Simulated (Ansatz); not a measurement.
# CaGeS3 (model cell, started as cubic perovskite with Ge in the octahedra): a soft mode frozen in

Wanted: the energy along a soft mode of CaGeS3 (model cell, started as cubic perovskite with Ge in the octahedra) and the structure at the end.

Method: DFT PBEsol, scalar-relativistic, plane waves, PAW; PAW set soft_1, in Ansatz 0.2.0.

The structure was built from a prototype and need not be the compound's stable phase.

## 1. Starting point

The structure is cubic, space group Pm-3m (No. 221). Conventional cell: a = 4.701 Å, b = 4.701 Å, c = 4.701 Å, α = 90.00°, β = 90.00°, γ = 90.00°. Ca has 12 S at 3.32 Å nearest. Ge has 6 S at 2.35 Å nearest. Nearest to S lie 2 Ge at 2.35 Å and 4 Ca at 3.32 Å. Farther neighbours and most contacts between anions are not listed.

As a file:

```cif
data_structure
_symmetry_space_group_name_H-M 'Pm-3m'
_symmetry_Int_Tables_number 221
_cell_length_a 4.7008
_cell_length_b 4.7008
_cell_length_c 4.7008
_cell_angle_alpha 90.000
_cell_angle_beta 90.000
_cell_angle_gamma 90.000
_cell_volume 103.87
loop_
_atom_site_label
_atom_site_type_symbol
_atom_site_symmetry_multiplicity
_atom_site_Wyckoff_symbol
_atom_site_fract_x
_atom_site_fract_y
_atom_site_fract_z
_atom_site_occupancy
Ca1 Ca 1 a 0.00000 0.00000 0.00000 1
Ge1 Ge 1 b 0.50000 0.50000 0.50000 1
S1 S 3 c 0.50000 0.50000 0.00000 1
```

## 2. Phonons on a q mesh

The cell comes from relaxations at this level that are not shown. Stability and thermal properties need the whole zone. Linear response on a 4×4×4 q mesh gives force constants as far as a supercell of that size would.

input.yaml

```yaml
crystal:
  lattice:
    - [4.7007771819, 0.0, 0.0]
    - [0.0, 4.7007771819, 0.0]
    - [0.0, 0.0, 4.7007771819]
  atoms:
    - { symbol: Ca, position: [0.0, 0.0, 0.0] }
    - { symbol: Ge, position: [0.5, 0.5, 0.5] }
    - { symbol: S, position: [0.5, 0.5, 0.0] }
    - { symbol: S, position: [0.5, 0.0, 0.5] }
    - { symbol: S, position: [0.0, 0.5, 0.5] }
kpoints:
  mp_grid: { grid: [8, 8, 8] }
hamiltonian:
  xc: pbesol
  pseudopotentials: { kind: paw, azcp: { folder: soft_1 }, xc_functional: pbe }
scf:
  occupations: { method: methfessel_paxton, width: 0.2 }
output:
  eigenvalues: true
phonons:
  method: dfpt
  qmesh: [4, 4, 4]
  temperatures: { t_max: 1000, t_step: 50 }
  qpath:
    path:
      - [[0.0, 0.0, 0.0], [0.0, 0.5, 0.0], [0.5, 0.5, 0.0], [0.0, 0.0, 0.0], [0.5, 0.5, 0.5], [0.0, 0.5, 0.0]]
      - [[0.5, 0.5, 0.5], [0.5, 0.5, 0.0]]
    npoints: 10
```

Started as:

```
$ ansatz run input.yaml --threads 4 --pin off --max-ram 16384MiB --backend cpu --events-out ev --progress --plain --runs-dir out
```

Numbers of over 12 decimals in the logs are rounded to 6 here.

What it wrote:

```text
Engine: ansatz 0.2.0, aarch64-unknown-linux-gnu
Pseudopotentials: kind: paw
Pseudopotential: Ca, paw, valence charge 10, recommended cutoff 420 eV (normal), soft_1/Ca.paw.azcp
Pseudopotential: Ge, paw, valence charge 14, recommended cutoff 420 eV (normal), soft_1/Ge.paw.azcp
Pseudopotential: S, paw, valence charge 6, recommended cutoff 420 eV (normal), soft_1/S.paw.azcp
Functional definition: PBEsol
  exchange = pbesol_x
  correlation = pbesol_c
Crystal: 5 atoms, lattice volume = 103.875 Å³
Basis set: ecut = 420 eV, 2007 PW (Γ), exchange–correlation on 64×64×64 points (8 copies of the dense FFT grid, shifted against one another)
Bands: 26, of which v1, the nominal top of the filled ones, is band 21 counted from 1 (20 counted from 0)
Symmetry: 48 space group operations
k-points: 35 of 512
Non-local potential: Ca, projectors of the file, l = 0: 3, l = 1: 2, l = 2: 2
Non-local potential: Ge, projectors of the file, l = 0: 2, l = 1: 2, l = 2: 3, l = 3: 1
Non-local potential: S, projectors of the file, l = 0: 2, l = 1: 2, l = 2: 1
PAW form: soft (Blöchl's): semilocal exchange-correlation on the pseudo side does not see the compensation charge
PAW frozen core: Ca, regenerated for the run's functional, and the local potential with it (the file was generated under x = pbe(κ = 0.804, μ = 0.219515), c = pbe(β = 0.066725))
PAW frozen core: Ge, regenerated for the run's functional, and the local potential with it (the file was generated under x = pbe(κ = 0.804, μ = 0.219515), c = pbe(β = 0.066725))
PAW frozen core: S, regenerated for the run's functional, and the local potential with it (the file was generated under x = pbe(κ = 0.804, μ = 0.219515), c = pbe(β = 0.066725))
PAW one-centre angular grid: Ca, 110 points (default); XC on 64 Gauss nodes
PAW one-centre angular grid: Ge, 590 points (default); XC on 64 Gauss nodes
PAW one-centre angular grid: S, 110 points (default); XC on 64 Gauss nodes
Initial density: superposition of atomic densities (chi_scale 0.1, normalization cell, long waves kept (reshape's long-wave potential 0.01 eV rms))
Initial wavefunctions: pseudopotential atomic-orbital guess
Functional: x = pbesol(κ = 0.804, μ = 0.123457), c = pbesol(β = 0.046)
SCF iter   1: F=—  HF=-8706.219846 eV  |F-HF|=—  |Δ(HF+E_count)|=         —  Δρ=3.86e-2  dr2=2.77e0  ethr=3.10e-3  ⟨swp⟩=8.4  Hψ=4790  notcnv=0
preconditioner: auto → Kerker (q_TF=auto, 2.346 Å⁻¹)  [metal: Δε(μ)=0.013 eV  Ē_g=7.310 eV  σ=0.200 eV  W_gap=0.06  n_scr=26 (ndim 8)  ℏωp=17.8 eV  f_vac=0.000  D(μ)=2.32/eV (n_scr^D=18)]
SCF iter   2: F=—  HF=-8705.569727 eV  |F-HF|=—  |Δ(HF+E_count)|=   6.50e-1  S|Δr|=    0.00e0  Δρ=2.03e-2  dr2=8.42e-1  ethr=3.10e-3  ⟨swp⟩=3.0  Hψ=1998  notcnv=0  defer=19
SCF iter   3: F=—  HF=-8705.312464 eV  |F-HF|=—  |Δ(HF+E_count)|=   2.57e-1  S|Δr|=    0.00e0  Δρ=5.14e-3  dr2=7.56e-2  ethr=2.01e-3  ⟨swp⟩=3.3  Hψ=2300  notcnv=0  defer=19
SCF iter   4: F=—  HF=-8705.290746 eV  |F-HF|=—  |Δ(HF+E_count)|=   2.17e-2  S|Δr|=    0.00e0  Δρ=1.85e-3  dr2=7.30e-3  ethr=1.80e-4  ⟨swp⟩=2.2  Hψ=1855  notcnv=0  defer=18
SCF iter   5: F=—  HF=-8705.287241 eV  |F-HF|=—  |Δ(HF+E_count)|=   3.51e-3  S|Δr|=    0.00e0  Δρ=1.09e-3  dr2=1.96e-3  ethr=1.74e-5  ⟨swp⟩=2.0  Hψ=1561  notcnv=0  defer=18
SCF iter   6: F=—  HF=-8705.286797 eV  |F-HF|=—  |Δ(HF+E_count)|=   4.44e-4  S|Δr|=    0.00e0  Δρ=3.66e-4  dr2=3.10e-4  ethr=4.67e-6  ⟨swp⟩=2.3  Hψ=1543  notcnv=0  defer=17
SCF iter   7: F=—  HF=-8705.286749 eV  |F-HF|=—  |Δ(HF+E_count)|=   4.77e-5  S|Δr|=    0.00e0  Δρ=7.53e-5  dr2=1.26e-5  ethr=7.38e-7  ⟨swp⟩=2.9  Hψ=1643  notcnv=0  defer=17
SCF iter   8: F=—  HF=-8705.286752 eV  |F-HF|=—  |Δ(HF+E_count)|=   2.10e-6  S|Δr|=    0.00e0  Δρ=1.16e-5  dr2=2.60e-7  ethr=3.01e-8  ⟨swp⟩=2.1  Hψ=1390  notcnv=0  defer=17
SCF iter   9: F=—  HF=-8705.286750 eV  |F-HF|=—  |Δ(HF+E_count)|=   1.41e-6  S|Δr|=    0.00e0  Δρ=2.38e-6  dr2=8.99e-9  ethr=6.20e-10  ⟨swp⟩=2.5  Hψ=1659  notcnv=0  defer=17
SCF iter  10: F=—  HF=-8705.286750 eV  |F-HF|=—  |Δ(HF+E_count)|=  5.84e-10  S|Δr|=    0.00e0  Δρ=5.57e-7  dr2=3.81e-10  ethr=2.14e-11  ⟨swp⟩=2.0  Hψ=1595  notcnv=0  defer=17
SCF iter  11: F=—  HF=-8705.286750 eV  |F-HF|=—  |Δ(HF+E_count)|=  1.82e-11  S|Δr|=    0.00e0  Δρ=1.88e-7  dr2=5.01e-11  ethr=1.00e-12  ⟨swp⟩=2.7  Hψ=1480  notcnv=0  defer=17
SCF iter  12: F=-8705.286750 eV  HF=-8705.286750 eV  |F-HF|=0.00e0  |Δ(HF+E_count)|=  3.64e-12  S|Δr|=    0.00e0  Δρ=4.70e-8  dr2=3.37e-12  ethr=1.00e-12  ⟨swp⟩=11.5  Hψ=5292  notcnv=0
SCF 1 converged in 12 iterations: F = -8705.286750 eV  dr2 = 3.37e-12
  greatest PAW one-centre occupation: 0.999 electrons in one spin orbital (limit 2), on the Ge atom at site 1 (counted from 0), in its partial waves of l = 2
Initial density: read from a saved state, or passed on in memory by an earlier SCF of this step, an earlier step, the calling program or the single point that the run made first
iter 1 solved again at ethr=4.76e-7 eV; its pass at ethr=3.10e-3 eV (dr2=2.00e-4 eV) is discarded
SCF iter   1: F=—  HF=-8705.286754 eV  |F-HF|=—  |Δ(HF+E_count)|=         —  Δρ=6.98e-7  dr2=8.34e-10  ethr=4.76e-7  ⟨swp⟩=3.9  Hψ=7384  notcnv=0
eigensolver tolerance schedule: the retry pair's looser diagonalisation over-reported the residual by 239542.62 of it (diagonalisation noise at an unbounded share of the residual, at the tolerance the schedule requests for it); recorded, not acted on — ethr = c·dr2/N_el stays at c = 1.0e-1
preconditioner: auto → Kerker (q_TF=auto, 2.346 Å⁻¹)  [metal: Δε(μ)=0.019 eV  Ē_g=8.677 eV  σ=0.200 eV  W_gap=0.08  n_scr=26 (ndim 8)  ℏωp=17.8 eV  f_vac=0.000  D(μ)=3.04/eV (n_scr^D=18)]
SCF iter   2: F=—  HF=-8705.286750 eV  |F-HF|=—  |Δ(HF+E_count)|=   3.58e-6  S|Δr|=    0.00e0  Δρ=3.79e-7  dr2=2.25e-10  ethr=1.99e-12  ⟨swp⟩=4.8  Hψ=2981  notcnv=0
SCF iter   3: F=—  HF=-8705.286750 eV  |F-HF|=—  |Δ(HF+E_count)|=  5.46e-11  S|Δr|=    0.00e0  Δρ=2.20e-7  dr2=7.14e-11  ethr=1.00e-12  ⟨swp⟩=1.1  Hψ=914  notcnv=0
SCF iter   4: F=—  HF=-8705.286750 eV  |F-HF|=—  |Δ(HF+E_count)|=  1.82e-11  S|Δr|=    0.00e0  Δρ=1.25e-7  dr2=2.35e-11  ethr=1.00e-12  ⟨swp⟩=1.0  Hψ=910  notcnv=0
SCF iter   5: F=-8705.286750 eV  HF=-8705.286750 eV  |F-HF|=3.64e-12  |Δ(HF+E_count)|=  3.64e-12  S|Δr|=    0.00e0  Δρ=4.92e-8  dr2=3.77e-12  ethr=1.00e-12  ⟨swp⟩=4.9  Hψ=2704  notcnv=0
SCF 2 converged in 5 iterations: F = -8705.286750 eV  dr2 = 3.77e-12
phonons: the bands overlap, so this run is a metal and interpolates without the dipole-dipole term. If the crystal is really an insulator or semiconductor, its LO-TO splitting is missing
NSCF: frozen V_eff on 35 k-points
NSCF: frozen V_eff on 125 k-points
DFPT response loops at q = (0, 0, 0) (fractional): preconditioner auto → Kerker (q_TF=auto, 2.346 Å⁻¹) (partly filled bands, converged f_vac=0.000); β = 1.00, the filter's whole step (`scf.mixing.beta` (0.50) is not read by the response loops under this deck's `scf.mixing.preconditioner`; to damp them name `kerker` or `kerker_dos`, under which they read `scf.mixing.beta`, and type it under 1.00, their step now; both keys bind the ground state too); Broyden in place of MSR1
NSCF: frozen V_eff on 400 k-points
DFPT response loops at q = (0, 0, 0.25) (fractional): mixed as the last ones told, above
NSCF: frozen V_eff on 250 k-points
DFPT response loops at q = (0, 0, -0.5) (fractional): mixed as the last ones told, above
NSCF: frozen V_eff on 640 k-points
DFPT response loops at q = (0, 0.25, 0.25) (fractional): mixed as the last ones told, above
NSCF: frozen V_eff on 400 k-points
DFPT response loops at q = (0, 0.25, -0.5) (fractional): mixed as the last ones told, above
NSCF: frozen V_eff on 250 k-points
DFPT response loops at q = (0, -0.5, -0.5) (fractional): mixed as the last ones told, above
NSCF: frozen V_eff on 1024 k-points
DFPT response loops at q = (0.25, 0.25, 0.25) (fractional): mixed as the last ones told, above
NSCF: frozen V_eff on 640 k-points
DFPT response loops at q = (0.25, 0.25, -0.5) (fractional): mixed as the last ones told, above
NSCF: frozen V_eff on 400 k-points
DFPT response loops at q = (0.25, -0.5, -0.5) (fractional): mixed as the last ones told, above
NSCF: frozen V_eff on 250 k-points
DFPT response loops at q = (-0.5, -0.5, -0.5) (fractional): mixed as the last ones told, above
SCF converged after 12 iterations
Stability not checked: this state was not tested for a lower state beside it, because cold or Methfessel-Paxton smearing, or corrected tetrahedra, fill the levels in a way that the test cannot read (fill_not_monotonic; see scf.lower_state_search)
Free energy (F): -8705.286750 eV
Harris-Foulkes:  -8705.286750 eV  (|F-HF|=0.00e0)
Internal energy: -8705.275340 eV  (E = F + TS)
E sigma→0 (E₀):  -8705.283898 eV
Entropy (-TS):   -0.011410 eV (-2.282 meV/atom)
Fermi energy:    7.280752 eV
--- Per-component energies (eV) ---
  E_band       = -292.122245
  E_kinetic    = 662.866519
  E_local      = -3578.759881  (includes V_loc(G=0)·N_el)
  E_nonlocal   = 415.740226
  E_hartree    = 1537.323911
  E_xc         = -462.056574
  E_vxc        = -471.366434  (∫ρ·V_xc dr)
  E_paw        = -4594.083082  (= ΣΔE_a)
  E_vpaw       = -395.250537  (= ΣTr[D̂ρ^β])
  E_aug_tail   = 0.000009  (compensation charges beyond the density's cutoff)
  E_ewald      = -2687.529049
  E_core_change = 1.222580  (= ΣΔE_core)
  E_smearing   = -0.011410  (= −TS)
  E_closure    = 0.000000  (closes the sum)
  Σ components = -8705.286750   (vs F -8705.286750, Δ=0.00e0)
--- Band table (eV; the first three rows and the last of 35) ---
  k-point 0: bands = [... 17 lower, 6.1709, 6.1709, 6.4299, 6.4299, 6.4299, 10.0417, 10.0417, 10.2605, ... 1 higher]
  k-point 1: bands = [... 17 lower, 6.0324, 6.0324, 6.2548, 6.3569, 6.3569, 10.1601, 10.3113, 10.4442, ... 1 higher]
  k-point 2: bands = [... 17 lower, 5.6649, 5.6706, 6.2183, 6.2615, 6.2615, 10.4650, 10.5854, 10.9119, ... 1 higher]
  k-point 34: bands = [... 17 lower, 6.1094, 7.6934, 7.6934, 7.6934, 9.7036, 9.7036, 9.7036, 9.7245, ... 1 higher]
--- Phonons (Γ-DFPT): 4 representative perturbations + reference (Σ response iterations 12) ---
  ASR residual: 1.023e-5 → 0.000e0 eV/Å²; symmetrization residual: 7.831e-6 eV/Å²
  ASR residual per site (eV/Å²): 1.50e-6 6.16e-6 1.02e-5 1.02e-5 1.02e-5
  Γ frequencies (cm⁻¹): -127.68 -127.68 -127.68 -92.75 -92.75 -92.75 -15.79 -15.79 -15.79 0.00 0.00 0.00 317.78 317.78 317.78
--- Phonons (arbitrary-q DFPT): 10 irreducible q on the 4×4×4 mesh ---
  q = [0.0000, 0.0000, 0.0000] (star 1, of the zone-centre solve; hermiticity 1.61e-6, symmetrization 4.53e-12): -127.68 -127.68 -127.68 -92.75 -92.75 -92.75 -15.79 -15.79 -15.79 -0.00 0.00 0.00 317.78 317.78 317.78
  q = [0.0000, 0.0000, 0.2500] (star 6, 9 solved perturbations in 1560 linear systems a pass and spin channel, the states on 200 of 512 k-point pairs; hermiticity 1.23e-6, symmetrization 2.78e-12): -140.31 -121.85 -121.85 -118.70 -96.69 -96.69 -24.31 -20.05 -20.05 41.26 41.26 133.82 283.74 317.47 317.47
  q = [0.0000, 0.0000, -0.5000] (star 3, 9 solved perturbations in 975 linear systems a pass and spin channel, the states on 125 of 512 k-point pairs; hermiticity 1.74e-6, symmetrization 1.83e-8): -143.98 -130.26 -125.00 -125.00 -96.63 -96.63 -33.91 -33.91 12.01 49.48 49.48 200.84 309.26 318.76 318.76
  q = [0.0000, 0.2500, 0.2500] (star 12, 9 solved perturbations in 2460 linear systems a pass and spin channel, the states on 320 of 512 k-point pairs; hermiticity 1.16e-6, symmetrization 8.11e-14): -159.82 -134.98 -115.38 -114.70 -99.76 -80.97 -28.05 -25.41 30.79 55.73 139.08 145.02 274.06 310.41 317.03
  q = [0.0000, 0.2500, -0.5000] (star 12, 15 solved perturbations on 200 of 512 k-point pairs; hermiticity 1.48e-6, symmetrization 1.06e-7): -165.42 -155.34 -125.96 -118.94 -96.62 -40.49 -8.39 31.57 60.80 66.20 147.91 205.92 281.68 318.52 326.78
  q = [0.0000, -0.5000, -0.5000] (star 3, 9 solved perturbations in 975 linear systems a pass and spin channel, the states on 125 of 512 k-point pairs; hermiticity 1.03e-6, symmetrization 8.80e-9): -165.51 -165.51 -156.90 -107.41 -107.41 -46.79 55.32 55.32 65.02 105.77 210.65 210.65 274.03 316.23 319.51
  q = [0.2500, 0.2500, 0.2500] (star 8, 4 solved perturbations in 1376 linear systems a pass and spin channel, the states on 512 of 512 k-point pairs; hermiticity 1.14e-6, symmetrization 3.57e-12): -154.55 -154.55 -150.38 -104.51 -104.51 -59.08 -14.92 59.04 59.04 143.91 143.91 154.48 277.53 277.53 340.76
  q = [0.2500, 0.2500, -0.5000] (star 12, 9 solved perturbations in 2460 linear systems a pass and spin channel, the states on 320 of 512 k-point pairs; hermiticity 1.49e-6, symmetrization 5.87e-8): -166.48 -165.85 -149.00 -103.39 -102.11 -69.28 71.96 82.71 85.98 147.92 155.86 210.19 276.98 282.36 354.58
  q = [0.2500, -0.5000, -0.5000] (star 6, 9 solved perturbations in 1560 linear systems a pass and spin channel, the states on 200 of 512 k-point pairs; hermiticity 1.03e-6, symmetrization 3.92e-8): -167.11 -167.11 -161.57 -103.59 -103.59 -80.76 94.97 94.97 110.30 155.29 214.71 214.71 270.69 273.04 360.33
  q = [-0.5000, -0.5000, -0.5000] (star 1, 4 solved perturbations in 350 linear systems a pass and spin channel, the states on 125 of 512 k-point pairs; hermiticity 7.40e-7, symmetrization 5.10e-9): -166.86 -166.86 -166.86 -101.96 -101.96 -101.96 114.80 114.80 114.80 219.98 219.98 219.98 268.35 268.35 375.92
  sum rule: each row above includes the acoustic sum rule's correction from the zone centre's row sums; it moved no ω² by more than (0.29 cm⁻¹)²
  mesh force constants: q→R imaginary residual 5.80e-19; ASR residual 1.023e-5 → 0.000e0 eV/Å²; symmetrization residual 1.599e-14 eV/Å²
  interpolated dispersion: 62 rows × 15 modes
  density of states and harmonic sums: on the 16×16×16 q-mesh, interpolated from the force constants of a 4×4×4 supercell (no non-analytic term)
  largest difference from the sums on the solved wave vectors: F 7.45e-2 eV, S 9.65e-5 and C_V 2.20e-5 eV/K
  zero-point energy: 0.090775 eV/cell   skipped modes (ω ≤ 0): 1158, of them read as no rigid motion or as one in doubt: 1155 (6.900e0 modes/cell left out, lowest -167.40 cm⁻¹)   left out of the sums: 4.60e-1 of the cell's modes: C_V's classical limit lies that fraction below 3 k_B per atom; for a crystal, a wire or a layer, F and S can be off by more, and a phonons.interpolated_qmesh denser along its periods is the remedy for the sampling
```

Elapsed: 18 min, on 4 threads of Arm Neoverse V1, shared host; peak memory 3.1 GiB.

Reading the cycles: dr2 is the Hartree energy of the density residual (eV), the measure of convergence; HF is the Harris–Foulkes estimate of the energy, which meets the free energy F at convergence.

Numbers from this step:

```
volume per atom                                         : 20.77 Å³
gap on the k-mesh                                       : 0 eV
sum-rule residual before enforcement                    : 1.02e-5 eV/Å²
lowest frequency on the path                            : -167.4 cm⁻¹
point group                                             : m-3m
highest frequency on the path or at a solved wavevector : 375.9 cm⁻¹
highest optical mode at the zone centre (no LO-TO term) : 317.8 cm⁻¹
lowest optical zone-centre mode                         : -127.7 cm⁻¹
lowest mode on the q mesh (acoustic modes at Γ apart)   : -167.1 cm⁻¹
```

Frequencies (cm⁻¹) solved at each irreducible wavevector; negative means imaginary. Frequencies by wavevector, by row:

```
q in reciprocal lattice units  star  mode 1  mode 2  mode 3  mode 4  mode 13  mode 14  mode 15
                        0 0 0     1  -127.7  -127.7  -127.7   -92.8    317.8    317.8    317.8
                     0 0 0.25     6  -140.3  -121.8  -121.8  -118.7    283.7    317.5    317.5
                     0 0 -0.5     3    -144  -130.3    -125    -125    309.3    318.8    318.8
                  0 0.25 0.25    12  -159.8    -135  -115.4  -114.7    274.1    310.4      317
                  0 0.25 -0.5    12  -165.4  -155.3    -126  -118.9    281.7    318.5    326.8
                  0 -0.5 -0.5     3  -165.5  -165.5  -156.9  -107.4      274    316.2    319.5
               0.25 0.25 0.25     8  -154.6  -154.6  -150.4  -104.5    277.5    277.5    340.8
               0.25 0.25 -0.5    12  -166.5  -165.8    -149  -103.4      277    282.4    354.6
               0.25 -0.5 -0.5     6  -167.1  -167.1  -161.6  -103.6    270.7      273    360.3
               -0.5 -0.5 -0.5     1  -166.9  -166.9  -166.9    -102    268.4    268.4    375.9
```

Interpolated from a 4×4×4 q mesh. The phonon branches at the labelled points (cm⁻¹):

```
    point  branch 1  branch 2  branch 3  branch 4  branch 12  branch 13  branch 14  branch 15
        Γ      -128      -128      -128       -93          0        318        318        318
  halfway      -140      -122      -122      -119        134        284        318        318
        X      -144      -130      -125      -125        201        309        319        319
  halfway      -165      -155      -126      -119        206        282        318        327
        M      -166      -166      -157      -107        211        274        316        320
  halfway      -160      -135      -115      -115        145        274        310        317
        Γ      -128      -128      -128       -93          0        318        318        318
  halfway      -155      -155      -150      -104        154        278        278        341
        R      -167      -167      -167      -102        220        268        268        376
  halfway      -166      -166      -149      -103        210        277        282        355
        X      -144      -130      -125      -125        201        309        319        319
jump to R      -167      -167      -167      -102        220        268        268        376
  halfway      -167      -167      -162      -104        215        271        273        360
        M      -166      -166      -157      -107        211        274        316        320
```

Symmetry leaves 10 wavevectors to solve. The lowest mode among them, the acoustic zeros apart, lies at q = (0.25, -0.5, -0.5) and is imaginary, 167.1i cm⁻¹, so the energy falls along it.

[end of part 1 of 3]

[Logs are printed without paths, hosts, clocks, repeated set-up lines and the standing remarks that a program may print on its own settings, such as how far it seeks lower states.]

[Hosts, paths, dates, database ids (printed as entryN), source tags and the programs' standing remarks are cut or masked in the printed files.]
